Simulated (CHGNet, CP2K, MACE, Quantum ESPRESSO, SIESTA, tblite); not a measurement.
# Predicting plane-wave site energies from SIESTA DZP, PBE: P in place of As in generalised stacking fault on (111) (shuffle set) of a GaAs-GaSb solid solution (48 atoms)

The cell holds 48 atoms: 24 Ga, 10 Sb and 14 As. Its edges and angles: a = 8.267 Å, b = 7.159 Å, c = 20.260 Å, α = 90.0°, β = 88.1°, γ = 90.0°. It derives from GaAs. Zinc-blende GaAs lattice (a = 5.8453 Å, the value set for the mixture), cell with z along [111], 2 x 1 x 2 periods; the third cell vector is tilted by 0.167 of 1/2[1-10] and lengthened by 0 Å, so the cell holds one fault (shuffle set); displaced by a Gaussian of 0.01 Å; 10 of 24 As sites given to Sb at random (lattice constant by Vegard's rule between GaAs and GaSb). Then the atoms were relaxed with MACE MPA-0 medium in the fixed cell.

Calculated with Quantum ESPRESSO 7.5: PBE; plane waves, SSSP efficiency, 70/560 Ry; k-points Γ. The cheaper level is PBE; DZP orbitals, shift 0.01 Ry, mesh 300 Ry; k-points Γ. Each row is one cell with P in place of As, relaxed with MACE MPA-0 medium; both levels solve the same cells, and energies are counted from site As6 at each level.

```
energy from SIESTA DZP, PBE (eV)  energy from plane waves (eV)  site
                           0.000                             0   As6
                           0.012                      0.007993  As14
                           0.014                      0.006399  As28
                           0.070                             ?     ?
                           0.094                       0.05434  As24
```

**Question.** Fit a straight line to the rows given and interpolate to the withheld row.

**Working.**

Take u as the energy from SIESTA DZP, PBE and v as that from plane waves.

```
   u (eV)      v (eV)
        0           0
0.0115440  0.00799300
0.0138000  0.00639900
0.0942880   0.0543350
```

With n = 4: mean u = 0.0299080, mean v = 0.0171818, Σ(u − ū)² = 0.0056360, Σ(u − ū)(v − v̄) = 0.0032482. Slope b = 0.0032482 / 0.0056360 = 0.57634; intercept a = v̄ − b ū = -5.537e-5.

At the withheld site u = 0.06975, and v = a + b u.

Prediction at 0.070: 0.04014 eV. The run gave 0.04326 eV, so the fit is low by 0.0031 eV (7.2 % of the value).

The slope of 0.58 says that SIESTA DZP, PBE stretches the spread of the sites. Taken as it stands, without the line, its value misses the withheld site by 0.026 eV. Among the rows given, the largest miss of the fit is at 0.014, by 0.0015 eV (2.8 % of the range of the table).

Limits: Few sites, one cell. The geometries are those of MACE MPA-0 medium, not of DFT.

[Logs are printed without paths, hosts, clocks, repeated set-up lines and the standing remarks that a program may print on its own settings, such as how far it seeks lower states.]

[Hosts, paths, dates, database ids (printed as entryN), source tags and the programs' standing remarks are cut or masked in the printed files.]
